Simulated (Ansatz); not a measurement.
# SnTeSe monolayer, Janus: phonons and vibrational spectra, part 3 of 3

Wanted: phonon frequencies of SnTeSe monolayer, Janus and what follows from them.

Ansatz 0.2.0; DFT PBE, scalar-relativistic, plane waves, PAW.

So far. Step 4 (Relaxing to small forces for the phonons): The largest force component left is 0.40 meV/Å, within the tolerances set. Step 5 (Modes at Γ): Before it was imposed, the acoustic sum rule was missed by 7.1e-5 eV/Å². Small misses are needed for a sound result but don't prove that mesh and cutoff are converged. The lowest optical mode is real, 76.9 cm⁻¹.

### Step 6. The dispersion

Stability and thermal properties need the whole zone. Linear response on a 3×3×1 q mesh gives force constants as far as a supercell of that size would.

Input file input.yaml:

```yaml
crystal:
  lattice:
    - [3.9915335516, 0.0, 0.0]
    - [-1.9957667758, 3.4567694557, 0.0]
    - [0.0, 0.0, 30.0]
  atoms:
    - { symbol: Sn, position: [0.0, 0.0, 0.3353097512] }
    - { symbol: Se, position: [0.3333333333, 0.6666666667, 0.3873582613] }
    - { symbol: Te, position: [0.6666666667, 0.3333333333, 0.2739986541] }
  periodic: [true, true, false]
kpoints:
  mp_grid: { grid: [12, 12, 1] }
hamiltonian:
  xc: pbe
scf:
  occupations: { method: methfessel_paxton, width: 0.15 }
output:
  eigenvalues: true
phonons:
  method: dfpt
  qmesh: [3, 3, 1]
  temperatures: { t_max: 1000, t_step: 50 }
  qpath:
    path:
      - [0.0, 0.0, 0.0]
      - [0.5, 0.0, 0.0]
      - [0.33333333, 0.33333333, 0.0]
      - [0.0, 0.0, 0.0]
    npoints: 10
```

The run is started by

```console
ansatz run input.yaml --threads 8 --pin off --max-ram 14336MiB --backend cpu --events-out ev --progress --plain --runs-dir out
```

Numbers of over 12 decimals in the logs are rounded to 6 here.

What it wrote:

```text
[...]
Crystal: 3 atoms, lattice volume = 413.934 Å³
Basis set: ecut = 420 eV, 8177 PW (Γ), exchange–correlation on 54×54×432 points (8 copies of the dense FFT grid, shifted against one another)
Bands: 28, of which v1, the nominal top of the filled ones, is band 23 counted from 1 (22 counted from 0)
Symmetry: 6 space group operations
k-points: 19 of 144 (time reversal used)
[...]
SCF iter   1: F=—  HF=-18473.785013 eV  |F-HF|=—  |Δ(HF+E_count)|=         —  Δρ=1.88e-3  dr2=1.67e-1  ethr=1.77e-3  ⟨swp⟩=14.9  Hψ=3677  notcnv=0
[...]
SCF iter  11: F=-18473.773354 eV  HF=-18473.773354 eV  |F-HF|=1.09e-11  |Δ(HF+E_count)|=  2.51e-10  S|Δr|=    0.00e0  Δρ=1.74e-8  dr2=1.30e-12  ethr=1.00e-12  ⟨swp⟩=17.0  Hψ=3391  notcnv=0
SCF 1 converged in 11 iterations: F = -18473.773354 eV  dr2 = 1.30e-12
[...]
phonons: the bands overlap, so this run is a metal and interpolates without the dipole-dipole term. If the crystal is really an insulator or semiconductor, its LO-TO splitting is missing
NSCF: frozen V_eff on 19 k-points
WARN: eigensolver did not converge in 10 slots of this pass, the one above among them; of largest residual over every band (k=16): 1 band(s) unlocked (lowest unlocked band 27, counted from 0; max residual 4.63e-3 eV among the unlocked bands, 4.63e-3 eV over every band); of lowest unlocked band (k=0): band 27
[...]
DFPT response loops at q = (0, 0, 0) (fractional): preconditioner auto → none (partly filled bands, converged f_vac=0.758); β = 0.50; Broyden in place of MSR1
[...]
SCF converged after 11 iterations
[...]
Free energy (F): -18473.773354 eV
[...]
Internal energy: -18473.772406 eV  (E = F + TS)
E sigma→0 (E₀):  -18473.773117 eV
Entropy (-TS):   -0.000948 eV (-0.316 meV/atom)
Fermi energy:    -5.225921 eV
[...]
--- Band table (eV; the first three rows and the last of 19) ---
  k-point 0: bands = [... 19 lower, -6.4022, -6.4022, -5.1550, -5.1550, -4.5743, -2.5142, -1.6548, -1.6548, ... 1 higher]
  k-point 1: bands = [... 19 lower, -6.8345, -6.5349, -5.6942, -5.1977, -4.1802, -2.2046, -1.6753 (-1.6753°), -1.5049, ... 1 higher]
  k-point 2: bands = [... 19 lower, -6.8495, -6.8482, -6.5036, -5.3231, -3.9210, -2.2368, -1.1597 (-1.1597°), -1.0150, ... 1 higher]
  k-point 18: bands = [... 19 lower, -9.0050, -8.8065, -6.6566, -6.3911, -4.4626, -1.3185, -0.7773, -0.0737, ... 1 higher]
  ° read free of the cell's end (the report's vacuum.weakly_bound_levels)
--- Phonons (Γ-DFPT): 6 representative perturbations + reference (Σ response iterations 21) ---
  ASR residual: 8.757e-5 → 0.000e0 eV/Å²; symmetrization residual: 2.791e-5 eV/Å²
  ASR residual per site (eV/Å²): 8.76e-5 2.40e-5 1.60e-5
  Γ frequencies (cm⁻¹): 0.00 0.00 0.00 76.91 76.91 114.83 114.83 129.60 207.01
--- Phonons (arbitrary-q DFPT): 3 irreducible q on the 3×3×1 mesh ---
  q = [0.0000, 0.0000, 0.0000] (star 1, of the zone-centre solve; hermiticity 5.42e-6, symmetrization 1.35e-11): 0.00 0.00 0.00 76.91 76.91 114.83 114.83 129.60 207.01
  q = [0.0000, 0.3333, 0.0000] (star 6, 9 solved perturbations on 78 of 144 k-point pairs; hermiticity 5.42e-6, symmetrization 7.85e-10): 32.39 42.68 78.72 83.85 116.87 119.65 125.23 141.72 180.17
  q = [0.3333, 0.3333, 0.0000] (star 2, 6 solved perturbations in 327 linear systems a pass and spin channel, the states on 78 of 144 k-point pairs; hermiticity 8.57e-6, symmetrization 2.03e-6): 41.25 80.36 90.49 107.95 111.16 116.13 124.49 148.67 165.83
  sum rule: each row above includes the acoustic sum rule's correction from the zone centre's row sums; it moved no ω² by more than (0.45 cm⁻¹)²
  mesh force constants: q→R imaginary residual 0.00e0; ASR residual 8.757e-5 → 0.000e0 eV/Å²; symmetrization residual 1.776e-15 eV/Å²
  interpolated dispersion: 31 rows × 9 modes
  density of states and harmonic sums: on the 18×18×1 q-mesh, interpolated from the force constants of a 3×3×1 supercell (no non-analytic term)
  largest difference from the sums on the solved wave vectors: F 3.38e-2 eV, S 4.26e-5 and C_V 8.78e-6 eV/K
  zero-point energy: 0.056787 eV/cell   skipped modes (ω ≤ 0): 12, of them read as no rigid motion or as one in doubt: 9 (2.222e-1 modes/cell left out, lowest -21.05 cm⁻¹)   left out of the sums: 2.57e-2 of the cell's modes: C_V's classical limit lies that fraction below 3 k_B per atom; for a crystal, a wire or a layer, F and S can be off by more, and a phonons.interpolated_qmesh denser along its periods is the remedy for the sampling
```

Elapsed: 3.2 min, on 8 threads of Arm Neoverse V2, shared host; peak memory 2.9 GiB.

Numbers from this step:

| Quantity | Value |
| --- | --- |
| sum-rule residual before enforcement | 8.76e-5 eV/Å² |
| lowest frequency on the path | -21.03 cm⁻¹ |
| highest frequency on the path or at a solved wavevector | 207.0 cm⁻¹ |
| lowest mode on the q mesh (acoustic modes at Γ apart) | 32.39 cm⁻¹ |

Frequencies (cm⁻¹) solved at each irreducible wavevector; negative means imaginary. Frequencies by wavevector, by row:

```csv
q in reciprocal lattice units,star,mode 1,mode 2,mode 3,mode 4,mode 5,mode 6,mode 7,mode 8,mode 9
0 0 0,1,0,0,0,76.9,76.9,114.8,114.8,129.6,207
0 0.3333 0,6,32.4,42.7,78.7,83.8,116.9,119.7,125.2,141.7,180.2
0.3333 0.3333 0,2,41.2,80.4,90.5,108,111.2,116.1,124.5,148.7,165.8
```

Interpolated from a 3×3×1 q mesh. Phonon branches along the path, in cm⁻¹:

| point | branch 1 | branch 2 | branch 3 | branch 4 | branch 5 | branch 6 | branch 7 | branch 8 | branch 9 |
| --- | --- | --- | --- | --- | --- | --- | --- | --- | --- |
| Γ | 0 | 0 | 0 | 77 | 77 | 115 | 115 | 130 | 207 |
| halfway | 6 | 39 | 70 | 77 | 108 | 118 | 125 | 144 | 182 |
| M | 42 | 51 | 81 | 94 | 116 | 121 | 126 | 140 | 184 |
| halfway | 43 | 64 | 91 | 96 | 112 | 116 | 133 | 142 | 175 |
| K | 41 | 80 | 90 | 108 | 111 | 116 | 124 | 149 | 166 |
| halfway | 15 | 50 | 72 | 87 | 103 | 121 | 128 | 146 | 177 |
| Γ | 0 | 0 | 0 | 77 | 77 | 115 | 115 | 130 | 207 |

The phonon branches as a text plot (rows in cm⁻¹):

```
    202 |*****                                             ******
    193 |     **                                         **
    183 |       ******************                    ***
    174 |                         ****       *********
    164 |                             *******
    155 |
    145 |       ********           **********************
    136 |   ****        *************        *******     ****
    126 |***  ********************   ********       *******  ****
    117 |********************************************************
    107 |         **                ******************
     98 |       **          ***    **          ***    *****
     88 |   ****      ******   ****************   ****     **
     79 |**********************      ***************  ***********
     69 |         **                *          ***  **
     60 |       **                **              **  ***
     50 |                 ********                  **   **
     41 |     **  *****************************       ***
     31 |   ******    **                       *****     ****
     22 |   **      **                                     *****
     12 | **                                        **       ***
      3 |*        **                                            *
     -7 | **
    -16 |   ******                                    **********
         Γ                   M           K                      Γ
```

Tetrahedra on a 18×18×1 mesh, mean over bins of 2 cm-1. Interpolated from a 3×3×1 q mesh. Phonon density of states against wavenumber; read off at these points:

wavenumber (cm⁻¹), phonon density of states (1/cm⁻¹/cell) and a bar:
```
    -21.0      0.025 ####
    -15.0      0.011 ##
     -9.0      0.005 #
     -3.0      0.004 #
      3.0      0.004 #
      9.0      0.006 #
     15.0      0.009 #
     23.0      0.016 ###
     29.0      0.023 ####
     35.0      0.035 ######
     41.0      0.103 #################
     43.0      0.110 ##################
     47.0      0.032 #####
     53.0      0.031 #####
     59.0      0.024 ####
     65.0      0.023 ####
     71.0      0.024 ####
     77.0      0.105 #################
     83.0      0.084 ##############
     89.0      0.102 #################
     97.0      0.030 #####
    103.0      0.037 ######
    109.0      0.053 #########
    115.0      0.138 #######################
    119.0      0.183 ##############################
    121.0      0.147 ########################
    127.0      0.088 ##############
    133.0      0.105 #################
    139.0      0.110 ##################
    143.0      0.111 ##################
    145.0      0.102 #################
    151.0      0.000 
    157.0      0.000 
    163.0      0.000 
    171.0      0.027 ####
    177.0      0.056 #########
    183.0      0.047 ########
    189.0      0.010 ##
    195.0      0.008 #
    201.0      0.007 #
    207.0      0.002
```

The partial phonon density of states has structure finer than the step of the table below, so its rows give means over 5 cm⁻¹, whole bins alone (the curve runs from -31.1 to 223 cm⁻¹). Peaks (cm⁻¹: height): Se -19.9: 0.00608, 40.9: 0.0099, 79.2: 0.0362, 117.6: 0.0477, 132.0: 0.0407, 140.0: 0.0470, 180.0: 0.0319; Sn -19.9: 0.00858, 42.5: 0.0351, 79.2: 0.0156, 117.6: 0.0601, 132.0: 0.0233, 143.2: 0.047, 180.0: 0.0376; Te -19.9: 0.00993, 42.5: 0.0415, 79.2: 0.0483, 90.4: 0.0492, 119.2: 0.0532, 141.6: 0.0176.

Phonopy on the run's constants, 17x17x1 mesh, Gaussian sigma 2.0 cm-1. Interpolated from a 3×3×1 q mesh. The partial phonon density of states by wavenumber; means over each step; values in 1/cm⁻¹/cell:

```
wavenumber (cm⁻¹)       Se       Sn       Te
              -25   9.0e-4  0.00126  0.00146
              -20  0.00502  0.00710  0.00821
              -15  0.00275  0.00401  0.00458
              -10  0.00175  0.00271  0.00299
               -5  0.00160  0.00252  0.00275
                0   4.9e-4   7.4e-4   8.0e-4
                5   1.0e-4   1.5e-4   1.7e-4
               10  0.00122  0.00197  0.00211
               15  0.00220  0.00359  0.00382
               20  0.00381  0.00632  0.00689
               25  0.00306  0.00560  0.00604
               30  0.00545   0.0103   0.0115
               35  0.00664   0.0145   0.0163
               40  0.00938   0.0287   0.0326
               45  0.00800   0.0273   0.0328
               50  0.00467   0.0154   0.0156
               55  0.00372   0.0122   0.0136
               60  0.00314  0.00808   0.0107
               65  0.00307  0.00960   0.0127
               70  0.00327  0.00717   0.0117
               75   0.0147   0.0124   0.0293
               80   0.0339   0.0146   0.0450
               85   0.0245   0.0127   0.0417
               90   0.0204   0.0133   0.0463
               95   0.0174  0.00737   0.0233
              100   0.0155  0.00691   0.0105
              105   0.0237   0.0142   0.0131
              110   0.0332   0.0200   0.0156
              115   0.0436   0.0448   0.0351
              120   0.0404   0.0500   0.0464
              125   0.0309   0.0189   0.0296
              130   0.0366   0.0202   0.0204
              135   0.0344   0.0192   0.0119
              140   0.0409   0.0316   0.0147
              145   0.0226   0.0363   0.0131
              150  0.00321  0.00579  0.00242
              155   4.4e-5   6.7e-5   3.9e-5
              160   9.2e-5   7.9e-5   4.3e-6
              165  0.00335  0.00311   2.0e-4
              170   0.0116   0.0122   6.8e-4
              175   0.0221   0.0244  0.00102
              180   0.0283   0.0335  0.00123
              185   0.0128   0.0148   5.3e-4
              190  0.00490  0.00413   1.2e-4
              195  0.00434  0.00380   1.2e-4
              200  0.00354  0.00334   1.2e-4
              205  0.00241  0.00238   8.0e-5
              210   3.9e-4   3.9e-4   1.2e-5
              215   2.2e-6   2.2e-6        0
```

Symmetry leaves 3 wavevectors to solve. The lowest mode among them, the acoustic zeros apart, lies at q = (0, 0.333, 0) and is real, 32.4 cm⁻¹. Between them the interpolated path dips to 21i cm⁻¹.

### Step 7. Isotope substitution, element Se, natural mass 78.971 amu

An isotope changes the mass and not the force constants, so no new electronic calculation is needed; the shifts show which modes move this element.

The same force constants with the mass of Se changed from 78.971 to 81.917 u (phonopy, no LO-TO term). Both lists are sorted by frequency; levels can cross, so a row need not hold one and the same mode. Modes under 3 cm⁻¹ are left out. Isotope shifts, by row:

```
              q  rank  natural mass (cm⁻¹)  changed mass (cm⁻¹)
          0 0 0     4                76.91                76.48
          0 0 0     5                76.91                76.48
          0 0 0     6                114.8                113.9
          0 0 0     7                114.8                113.9
          0 0 0     8                129.6                128.9
          0 0 0     9                  207                205.2
     0 0.3333 0     1                32.39                32.28
     0 0.3333 0     2                42.68                42.61
     0 0.3333 0     3                78.72                77.88
     0 0.3333 0     4                83.85                83.59
     0 0.3333 0     5                116.9                  116
     0 0.3333 0     6                119.7                  119
     0 0.3333 0     7                125.2                124.4
     0 0.3333 0     8                141.7                140.6
     0 0.3333 0     9                180.2                178.7
0.3333 0.3333 0     1                41.25                41.15
0.3333 0.3333 0     2                80.36                80.34
0.3333 0.3333 0     3                90.49                90.27
0.3333 0.3333 0     4                  108                107.3
0.3333 0.3333 0     5                111.2                110.7
0.3333 0.3333 0     6                116.1                114.6
0.3333 0.3333 0     7                124.5                  123
0.3333 0.3333 0     8                148.7                147.9
0.3333 0.3333 0     9                165.8                164.2
```

A mode of this element alone would shift by -1.81 %. The highest zone-centre frequency without the field goes from 207.0 to 205.2 cm⁻¹ (-0.9 %). The product of the frequency ratios over all optical modes at Γ is 0.959; the product rule, (m/m′)^(3k/2) (M′/M)^(3/2) with k = 1 such atoms and M the mass of the cell, gives 0.959.

### Step 8. Another isotope, element Sn, natural mass 118.71 amu

The same for Sn, from 118.71 to 123.91 u.

The same force constants with the mass of Sn changed from 118.710 to 123.905 u (phonopy, no LO-TO term). Both lists are sorted by frequency; levels can cross, so a row need not hold one and the same mode. Modes under 3 cm⁻¹ are left out. Isotope shifts, by row:

```
              q  rank  natural mass (cm⁻¹)  changed mass (cm⁻¹)
          0 0 0     4                76.91                76.71
          0 0 0     5                76.91                76.71
          0 0 0     6                114.8                113.6
          0 0 0     7                114.8                113.6
          0 0 0     8                129.6                129.2
          0 0 0     9                  207                204.8
     0 0.3333 0     1                32.39                32.08
     0 0.3333 0     2                42.68                42.34
     0 0.3333 0     3                78.72                78.54
     0 0.3333 0     4                83.85                83.52
     0 0.3333 0     5                116.9                116.1
     0 0.3333 0     6                119.7                118.3
     0 0.3333 0     7                125.2                124.9
     0 0.3333 0     8                141.7                140.4
     0 0.3333 0     9                180.2                178.2
0.3333 0.3333 0     1                41.25                40.87
0.3333 0.3333 0     2                80.36                 79.8
0.3333 0.3333 0     3                90.49                 89.8
0.3333 0.3333 0     4                  108                107.4
0.3333 0.3333 0     5                111.2                110.5
0.3333 0.3333 0     6                116.1                115.5
0.3333 0.3333 0     7                124.5                123.7
0.3333 0.3333 0     8                148.7                147.3
0.3333 0.3333 0     9                165.8                164.3
```

A mode of this element alone would shift by -2.12 %. The highest zone-centre frequency without the field goes from 207.0 to 204.8 cm⁻¹ (-1.0 %). The product of the frequency ratios over all optical modes at Γ is 0.960; the product rule, (m/m′)^(3k/2) (M′/M)^(3/2) with k = 1 such atoms and M the mass of the cell, gives 0.960.

### Step 9. Another isotope, element Te, natural mass 127.6 amu

The same for Te, from 127.60 to 129.91 u.

The same force constants with the mass of Te changed from 127.600 to 129.906 u (phonopy, no LO-TO term). Both lists are sorted by frequency; levels can cross, so a row need not hold one and the same mode. Modes under 3 cm⁻¹ are left out. Isotope shifts, by row:

```
              q  rank  natural mass (cm⁻¹)  changed mass (cm⁻¹)
          0 0 0     4                76.91                76.51
          0 0 0     5                76.91                76.51
          0 0 0     6                114.8                114.8
          0 0 0     7                114.8                114.8
          0 0 0     8                129.6                128.9
          0 0 0     9                  207                  207
     0 0.3333 0     1                32.39                32.28
     0 0.3333 0     2                42.68                42.47
     0 0.3333 0     3                78.72                 78.5
     0 0.3333 0     4                83.85                83.35
     0 0.3333 0     5                116.9                116.5
     0 0.3333 0     6                119.7                119.5
     0 0.3333 0     7                125.2                124.7
     0 0.3333 0     8                141.7                141.6
     0 0.3333 0     9                180.2                180.1
0.3333 0.3333 0     1                41.25                41.09
0.3333 0.3333 0     2                80.36                79.87
0.3333 0.3333 0     3                90.49                90.05
0.3333 0.3333 0     4                  108                107.5
0.3333 0.3333 0     5                111.2                110.6
0.3333 0.3333 0     6                116.1                116.1
0.3333 0.3333 0     7                124.5                124.5
0.3333 0.3333 0     8                148.7                148.3
0.3333 0.3333 0     9                165.8                165.8
```

A mode of this element alone would shift by -0.89 %. The highest zone-centre frequency without the field goes from 207.0 to 207.0 cm⁻¹ (-0.0 %). The product of the frequency ratios over all optical modes at Γ is 0.984; the product rule, (m/m′)^(3k/2) (M′/M)^(3/2) with k = 1 such atoms and M the mass of the cell, gives 0.984.

### Step 10. What came out

- space group after relaxation (within 0.01 Å): P3m1
- area per atom: 4.60 Å²
- electronic character: no gap on this mesh
- highest optical mode at the zone centre (no LO-TO term): 207 cm⁻¹
- lowest optical zone-centre mode: 76.9 cm⁻¹
- lowest mode on the q mesh (acoustic modes at Γ apart): 32.4 cm⁻¹
- highest frequency on the path or at a solved wavevector: 207 cm⁻¹
- imaginary modes on the 3×3×1 q mesh: none

What this shows: No mode is imaginary at the 3 irreducible wavevectors solved, but between them the interpolated path dips to 21.0i cm⁻¹, so stability is not settled. The optical modes at Γ span 77 to 207 cm⁻¹. The interpolated path dips to 21i cm⁻¹ between the solved wavevectors, which may come from the interpolation; a denser q mesh would tell. With no gap, or one that is small against the smearing, the frequencies hang on the k mesh and the smearing, most of all near Kohn anomalies. In a sheet or slab the interpolated bending branch near Γ is rough, since the rotational sum rule isn't imposed. A semilocal functional can close a gap that the real compound would have, so the metallic treatment may be an artefact of the level. Spin-orbit coupling is left out, which can matter for the heavy elements here. A phonon run warned that its eigensolver left some bands unconverged in a pass. The starting cell was built on a prototype and not taken from a measurement. These are harmonic frequencies at zero temperature: anharmonic shifts, linewidths and thermal expansion are left out.

[Logs are printed without paths, hosts, clocks, repeated set-up lines and the standing remarks that a program may print on its own settings, such as how far it seeks lower states.]

[Hosts, paths, dates, database ids (printed as entryN), source tags and the programs' standing remarks are cut or masked in the printed files.]
